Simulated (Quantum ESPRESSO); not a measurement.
# MgS (F-43m): modes at Γ and the response to a field, part 2 of 2

Which modes does MgS (F-43m) have at the zone centre?

Quantum ESPRESSO 7.5; DFT LDA, scalar-relativistic, plane waves, PseudoDojo norm-conserving pseudopotentials.

So far. Step 2 (A probe with smearing): A gap of 3.2 eV opens on this mesh, so the crystal is taken as an insulator; the start stands at -2.1 GPa. Step 4 (Self-consistent run for the response): The cell stands at -0.008 GPa, close enough for phonons. The relaxed cell has a = 5.596 Å (conventional setting).

## (5) Linear response at Γ

At q = 0 one unit cell holds all displacements; symmetry groups them into irreducible representations that are solved one by one. The response to a field gives ε∞ and the Born charges, which polar modes need.

The input, ph.in:

```
phonons
&INPUTPH
  prefix = 'x'
  outdir = './tmp'
  fildyn = 'g.dyn'
  tr2_ph = 1.0d-18
  epsil  = .true.
/
0.000000000000 0.000000000000 0.000000000000
```

Launch:

```console
OMP_NUM_THREADS=1 mpirun -n 4 ph.x -nk 4 -in ph.in > ph.out
```

The log of the run:

```text
[banners, grids, parts of the stress and lines that vanish by symmetry left out]
[banner, memory and clock lines left out]
Program PHONON v.7.5

     ./tmp/x.save/

     IMPORTANT: XC functional enforced from input :
     Exchange-correlation= PW
                           (   1   4   0   0   0   0   0)
     Any further DFT definition will be discarded
     Please, verify this is what you really want

     G-vector sticks info

     Reading collected, re-writing distributed wavefunctions in ./tmp/

     Number and degeneracy of irreps per q-point
       N         xq(1)         xq(2)         xq(3)   N irreps
       1   0.000000000   0.000000000   0.000000000       2
        3   3

     Calculation of q =    0.0000000   0.0000000   0.0000000

     phonons

     bravais-lattice index     =            2
     lattice parameter (alat)  =      10.5758  a.u.
     unit-cell volume          =     295.7161 (a.u.)^3
     number of atoms/cell      =            2
     number of atomic types    =            2
     kinetic-energy cut-off    =      92.0000  Ry
     charge density cut-off    =     368.0000  Ry
     convergence threshold     =      1.0E-18
     beta                      =       0.7000
     number of iterations used =            4
     Exchange-correlation= PW
                           (   1   4   0   0   0   0   0)

     celldm(1)=   10.57576  celldm(2)=    0.00000  celldm(3)=    0.00000
     celldm(4)=    0.00000  celldm(5)=    0.00000  celldm(6)=    0.00000

     crystal axes: (cart. coord. in units of alat)
               a(1) = ( -0.5000  0.0000  0.5000 )
               a(2) = (  0.0000  0.5000  0.5000 )
               a(3) = ( -0.5000  0.5000  0.0000 )

     reciprocal axes: (cart. coord. in units 2 pi/alat)
               b(1) = ( -1.0000 -1.0000  1.0000 )
               b(2) = (  1.0000  1.0000  1.0000 )
               b(3) = ( -1.0000  1.0000 -1.0000 )

     Atoms inside the unit cell:

     Cartesian axes

     site n.  atom      mass           positions (alat units)
        1  Mg     24.3050   tau(    1) = (    0.00000    0.00000    0.00000  )
        2  S      32.0600   tau(    2) = (   -0.75000    0.75000    0.75000  )

     Computing dynamical matrix for
                    q = (   0.0000000   0.0000000   0.0000000 )

     25 Sym.Ops. (with q -> -q+G )

     G cutoff = 1042.5847  (  35149 G-vectors)     FFT grid: ( 45, 45, 45)
     number of k points=    29
                       cart. coord. in units 2pi/alat
        k(    1) = (   0.0000000   0.0000000   0.0000000), wk =   0.0039062
        k(    2) = (  -0.1250000   0.1250000  -0.1250000), wk =   0.0312500
        k(    3) = (  -0.2500000   0.2500000  -0.2500000), wk =   0.0312500
        [... further k-points left out ...]

     PseudoPot. # 1 for Mg read from file:
     ./pseudo/Mg.upf
     Pseudo is Norm-conserving, Zval = 10.0
     Using radial grid of 1510 points,  4 beta functions with:
                l(1) =   0
                l(2) =   0
                l(3) =   1
                l(4) =   1

     PseudoPot. # 2 for S  read from file:
     ./pseudo/S.upf
     Pseudo is Norm-conserving + core correction, Zval =  6.0
     Using radial grid of 1132 points,  6 beta functions with:
                l(1) =   0
                l(2) =   0
                l(3) =   1
                l(4) =   1
                l(5) =   2
                l(6) =   2

     Mode symmetry, T_d (-43m)  point group:

     Electric field:
     Dielectric constant
     Born effective charges as d Force / d E

     Atomic displacements:
     There are    2 irreducible representations

     Representation     1      3 modes -  To be done

     Representation     2      3 modes -  To be done

     Alpha used in Ewald sum =   2.8000

     Electric Fields Calculation

      iter #   1   av.it.:   6.8
      thresh= 1.000E-02 alpha_mix =  0.700 |ddv_scf|^2 =  8.539E-08

      iter #   2   av.it.:  12.9
      thresh= 2.922E-05 alpha_mix =  0.700 |ddv_scf|^2 =  1.146E-08

      iter #   3   av.it.:  12.6
      thresh= 1.071E-05 alpha_mix =  0.700 |ddv_scf|^2 =  5.991E-11

      iter #   4   av.it.:  12.9
      thresh= 7.740E-07 alpha_mix =  0.700 |ddv_scf|^2 =  5.721E-13

      iter #   5   av.it.:  12.4
      thresh= 7.564E-08 alpha_mix =  0.700 |ddv_scf|^2 =  1.755E-15

      iter #   6   av.it.:  12.8
      thresh= 4.189E-09 alpha_mix =  0.700 |ddv_scf|^2 =  1.190E-17

      iter #   7   av.it.:  13.6
      thresh= 3.449E-10 alpha_mix =  0.700 |ddv_scf|^2 =  6.488E-20

     End of electric fields calculation

          Dielectric constant in cartesian axis

          (       4.212872576       0.000000000      -0.000000000 )
          (       0.000000000       4.212872576      -0.000000000 )
          (      -0.000000000       0.000000000       4.212872576 )

          Effective charges (d Force / dE) in cartesian axis without acoustic sum rule applied (asr)

           atom    1  Mg    Mean Z*:        1.87398
      Ex  (        1.87398        0.00000        0.00000 )
      Ey  (        0.00000        1.87398        0.00000 )
      Ez  (        0.00000        0.00000        1.87398 )
           atom    2  S     Mean Z*:       -1.87645
      Ex  (       -1.87645        0.00000       -0.00000 )
      Ey  (        0.00000       -1.87645       -0.00000 )
      Ez  (        0.00000        0.00000       -1.87645 )

          Effective charges Sum: Mean:       -0.00247
             -0.00247        0.00000        0.00000
              0.00000       -0.00247        0.00000
              0.00000       -0.00000       -0.00247

          Effective charges (d Force / dE) in cartesian axis with asr applied:
           atom    1  Mg    Mean Z*:        1.87522
      E*x (        1.87522       -0.00000        0.00000 )
      E*y (        0.00000        1.87522        0.00000 )
      E*z (       -0.00000       -0.00000        1.87522 )
           atom    2  S     Mean Z*:       -1.87522
      E*x (       -1.87522        0.00000       -0.00000 )
      E*y (        0.00000       -1.87522       -0.00000 )
      E*z (        0.00000        0.00000       -1.87522 )

     Representation #   1 modes #   1   2   3

     Self-consistent Calculation

      iter #   1   av.it.:   6.8
      thresh= 1.000E-02 alpha_mix =  0.700 |ddv_scf|^2 =  1.249E-07

      iter #   2   av.it.:  13.0
      thresh= 3.535E-05 alpha_mix =  0.700 |ddv_scf|^2 =  1.519E-08

      iter #   3   av.it.:  12.6
      thresh= 1.233E-05 alpha_mix =  0.700 |ddv_scf|^2 =  1.320E-10

      iter #   4   av.it.:  12.6
      thresh= 1.149E-06 alpha_mix =  0.700 |ddv_scf|^2 =  4.247E-13

      iter #   5   av.it.:  13.1
      thresh= 6.517E-08 alpha_mix =  0.700 |ddv_scf|^2 =  6.067E-15

      iter #   6   av.it.:  13.1
      thresh= 7.789E-09 alpha_mix =  0.700 |ddv_scf|^2 =  2.861E-17

      iter #   7   av.it.:  13.5
      thresh= 5.349E-10 alpha_mix =  0.700 |ddv_scf|^2 =  5.584E-20

     End of self-consistent calculation

     Convergence has been achieved

     Representation #   2 modes #   4   5   6

     Self-consistent Calculation

      iter #   1   av.it.:   8.9
      thresh= 1.000E-02 alpha_mix =  0.700 |ddv_scf|^2 =  1.328E-06

      iter #   2   av.it.:  13.8
      thresh= 1.152E-04 alpha_mix =  0.700 |ddv_scf|^2 =  1.091E-08

      iter #   3   av.it.:  13.8
      thresh= 1.045E-05 alpha_mix =  0.700 |ddv_scf|^2 =  1.242E-09

      iter #   4   av.it.:  13.0
      thresh= 3.524E-06 alpha_mix =  0.700 |ddv_scf|^2 =  1.902E-11

      iter #   5   av.it.:  13.5
      thresh= 4.361E-07 alpha_mix =  0.700 |ddv_scf|^2 =  1.899E-13

      iter #   6   av.it.:  13.6
      thresh= 4.358E-08 alpha_mix =  0.700 |ddv_scf|^2 =  8.562E-16

      iter #   7   av.it.:  13.6
      thresh= 2.926E-09 alpha_mix =  0.700 |ddv_scf|^2 =  2.111E-17

      iter #   8   av.it.:  13.9
      thresh= 4.595E-10 alpha_mix =  0.700 |ddv_scf|^2 =  2.041E-19

     End of self-consistent calculation

     Convergence has been achieved

     Number of q in the star =    1
     List of q in the star:
          1   0.000000000   0.000000000   0.000000000

          Dielectric constant in cartesian axis

          (       4.212872576       0.000000000      -0.000000000 )
          (       0.000000000       4.212872576      -0.000000000 )
          (      -0.000000000       0.000000000       4.212872576 )

          Effective charges (d Force / dE) in cartesian axis without acoustic sum rule applied (asr)

           atom    1  Mg    Mean Z*:        1.87398
      Ex  (        1.87398        0.00000        0.00000 )
      Ey  (        0.00000        1.87398        0.00000 )
      Ez  (        0.00000        0.00000        1.87398 )
           atom    2  S     Mean Z*:       -1.87645
      Ex  (       -1.87645        0.00000       -0.00000 )
      Ey  (        0.00000       -1.87645       -0.00000 )
      Ez  (        0.00000        0.00000       -1.87645 )

          Effective charges Sum: Mean:       -0.00247
             -0.00247        0.00000        0.00000
              0.00000       -0.00247        0.00000
              0.00000       -0.00000       -0.00247

          Effective charges (d Force / dE) in cartesian axis with asr applied:
           atom    1  Mg    Mean Z*:        1.87522
      E*x (        1.87522       -0.00000        0.00000 )
      E*y (        0.00000        1.87522        0.00000 )
      E*z (       -0.00000       -0.00000        1.87522 )
           atom    2  S     Mean Z*:       -1.87522
      E*x (       -1.87522        0.00000       -0.00000 )
      E*y (        0.00000       -1.87522       -0.00000 )
      E*z (        0.00000        0.00000       -1.87522 )

     Diagonalizing the dynamical matrix

     q = (    0.000000000   0.000000000   0.000000000 )

 **************************************************************************
     freq (    1) =       0.144442 [THz] =       4.818079 [cm-1]
     freq (    2) =       0.144442 [THz] =       4.818079 [cm-1]
     freq (    3) =       0.144442 [THz] =       4.818079 [cm-1]
     freq (    4) =      10.292492 [THz] =     343.320579 [cm-1]
     freq (    5) =      10.292492 [THz] =     343.320579 [cm-1]
     freq (    6) =      10.292492 [THz] =     343.320579 [cm-1]
 **************************************************************************

     Mode symmetry, T_d (-43m)  point group:

     freq (   1-   3) =          4.8  [cm-1]   --> T_2  G_15 P_4   I+R
     freq (   4-   6) =        343.3  [cm-1]   --> T_2  G_15 P_4   I+R
```

Elapsed: 2.3 min, on 4 MPI ranks of Arm Neoverse V1, shared host; 9 min of CPU time.

Numbers from this step:

```
miss of the charge sum rule                                       : 0.002470 e
largest acoustic frequency at the zone centre before the sum rule : 4.82 cm⁻¹
highest optical zone-centre mode (no LO-TO term)                  : 343.3 cm⁻¹
lowest optical zone-centre mode                                   : 343.3 cm⁻¹
mean high-frequency dielectric constant                           : 4.213
largest Born charge in size (third of the trace)                  : 1.876 e
```

Born charge (rows field, columns displacement), before the sum rule (e), principal values of the symmetric part by kind of site:

```
atom  atoms with these values    low  middle   high   mean
 Mg1                        1   1.87    1.87   1.87   1.87
  S2                        1  -1.88   -1.88  -1.88  -1.88
```

In full for Mg1:

```
1.87 0.00 0.00
0.00 1.87 0.00
0.00 0.00 1.87
```

High-frequency dielectric tensor:

```
4.21 0.00 0.00
0.00 4.21 0.00
0.00 0.00 4.21
```

The acoustic modes at Γ come out as far as 4.8 cm⁻¹ from zero, where they should vanish, a small numerical error; the Born charges miss their sum rule by 0.0025 e, which is good.

## (6) Zone-centre analysis

A rigid shift of the crystal must cost nothing, but grids and finite bases break this; the acoustic sum rule is imposed before the matrix is diagonalised again. With Born charges the intensities follow, and the static dielectric tensor.

The input, dynmat.in:

```
&INPUT
  fildyn = 'g.dyn'
  asr    = 'simple'
  fileig = 'dynmat.eig'
  lperm  = .true.
/
```

Launch:

```console
dynmat.x -in dynmat.in > dynmat.out
```

The log of the run:

```text
[banner, memory and clock lines left out]
Program DYNMAT v.7.5

     Reading Dynamical Matrix from file g.dyn
     ...Force constants read
     ...epsilon and Z* read
     A direction for q was not specified:TO-LO splitting will be absent

     Polarizability (A^3 units)
     multiply by 0.482868 for Clausius-Mossotti correction
        11.203712    0.000000   -0.000000
         0.000000   11.203712    0.000000
        -0.000000   -0.000000   11.203712

     IR activities are in (D/A)^2/amu units

# mode   [cm-1]    [THz]      IR
    1     -0.00   -0.0000    0.0000
    2      0.00    0.0000    0.0000
    3      0.00    0.0000    0.0000
    4    343.28   10.2912    5.8684
    5    343.28   10.2912    5.8684
    6    343.28   10.2912    5.8684

Electronic dielectric permittivity tensor (relative, adimensional)
         4.212873    0.000000   -0.000000
         0.000000    4.212873    0.000000
        -0.000000   -0.000000    4.212873

 ... with zone-center polar mode contributions
         6.636743    0.000000   -0.000000
         0.000000    6.636743   -0.000000
        -0.000000   -0.000000    6.636743
```

It took 0.47 s on 1 thread.

Read from the output:

```
mean static dielectric constant : 6.637
```

Unit eigenvectors of the mass-weighted matrix after the sum rule; no LO-TO term. The modes at Γ (shares of kinetic energy by element, %):

```
mode  frequency (cm⁻¹)  symmetry  Mg %  S %
   1               0.0  acoustic    43   57
   2               0.0  acoustic    43   57
   3               0.0  acoustic    43   57
   4             343.3        T2    57   43
   5             343.3        T2    57   43
   6             343.3        T2    57   43
```

Displacements in mode 6 (343.3 cm⁻¹), the largest set to 1:
```
Mg1  0.00  0.00  1.00
S2   0.00  0.00 -0.76
```

Degenerate modes summed, no LO-TO term. Infrared lines, with heights relative to the strongest:

```
position (cm⁻¹)  lines merged  label  IR intensity, relative
            343             3     T2                     100
```

Static dielectric tensor (ions relaxed, fixed cell):

```
6.64 0.00 0.00
0.00 6.64 0.00
0.00 0.00 6.64
```

The rule moves no optical mode by more than 0.1 cm⁻¹.

## (7) Modes along a direction of q (1 0 0)

A longitudinal polar mode sets up a macroscopic field that stiffens it; the term hangs on the direction from which q goes to zero.

The input, dynmat.in:

```
&INPUT
  fildyn = 'g.dyn'
  asr    = 'simple'
  fileig = 'dynmat.eig'
  q(1)   = 1.0
  q(2)   = 0.0
  q(3)   = 0.0
/
```

Launch:

```console
dynmat.x -in dynmat.in > dynmat.out
```

The log of the run:

```text
[banner, memory and clock lines left out]
Program DYNMAT v.7.5

     Reading Dynamical Matrix from file g.dyn
     ...Force constants read
     ...epsilon and Z* read

     Polarizability (A^3 units)
     multiply by 0.482868 for Clausius-Mossotti correction
        11.203712    0.000000   -0.000000
         0.000000   11.203712    0.000000
        -0.000000   -0.000000   11.203712

     IR activities are in (D/A)^2/amu units

# mode   [cm-1]    [THz]      IR
    1     -0.00   -0.0000    0.0000
    2      0.00    0.0000    0.0000
    3      0.00    0.0000    0.0000
    4    343.28   10.2912    5.8684
    5    343.28   10.2912    5.8684
    6    430.86   12.9167    5.8684
```

Run time: 0.47 s. Hardware: 1 thread.

Numbers from this step:

| Item | Value |
| --- | --- |
| highest mode moved by the LO-TO term | 430.9 cm⁻¹ |

Zone-centre frequencies as printed; negative means imaginary. Modes:

```
mode  frequency (cm⁻¹)
   1                 0
   2                 0
   3                 0
   4             343.3
   5             343.3
   6             430.9
```

The field moves one mode, from 343 to 431 cm⁻¹; the others stay.

## (8) Results

```yaml
space_group_after_relaxation: F-43m
volume_per_atom: 21.9 Å³
gap_on_the_k_mesh: 3.35 eV
highest_optical_zone_centre_mode_no_lo_to_term: 343.3 cm⁻¹
highest_mode_moved_by_the_lo_to_term: 430.9 cm⁻¹
mean_high_frequency_dielectric_constant: 4.21
largest_born_charge_in_size_third_of_the_trace: 1.88 e
mean_static_dielectric_constant: 6.64
imaginary_optical_modes_at_the_zone_centre_no_q_mesh_in_this_session: none
```

At the LDA level the optical modes of MgS (F-43m) at the zone centre (no LO-TO term) lie at 343 cm⁻¹. Along the directions run, the highest mode that the macroscopic field moves lies at 431 cm⁻¹. Lattice motion raises the mean dielectric constant from 4.213 to 6.637. The Born charge of Mg is 1.874 e against a formal charge of +2, close to the ionic value. The Lyddane-Sachs-Teller relation holds: (ωLO/ωTO)² is 1.58 and ε₀/ε∞ is 1.58. These are harmonic frequencies at zero temperature: anharmonic shifts and linewidths and thermal expansion are left out. The structure comes from a database and need not be the phase that is stable at ambient conditions.

[Host names and launcher messages were left out of these logs when they were recorded.]

[Logs are printed without paths, hosts, clocks, repeated set-up lines and the standing remarks that a program may print on its own settings, such as how far it seeks lower states.]

[Hosts, paths, dates, database ids (printed as entryN), source tags and the programs' standing remarks are cut or masked in the printed files.]
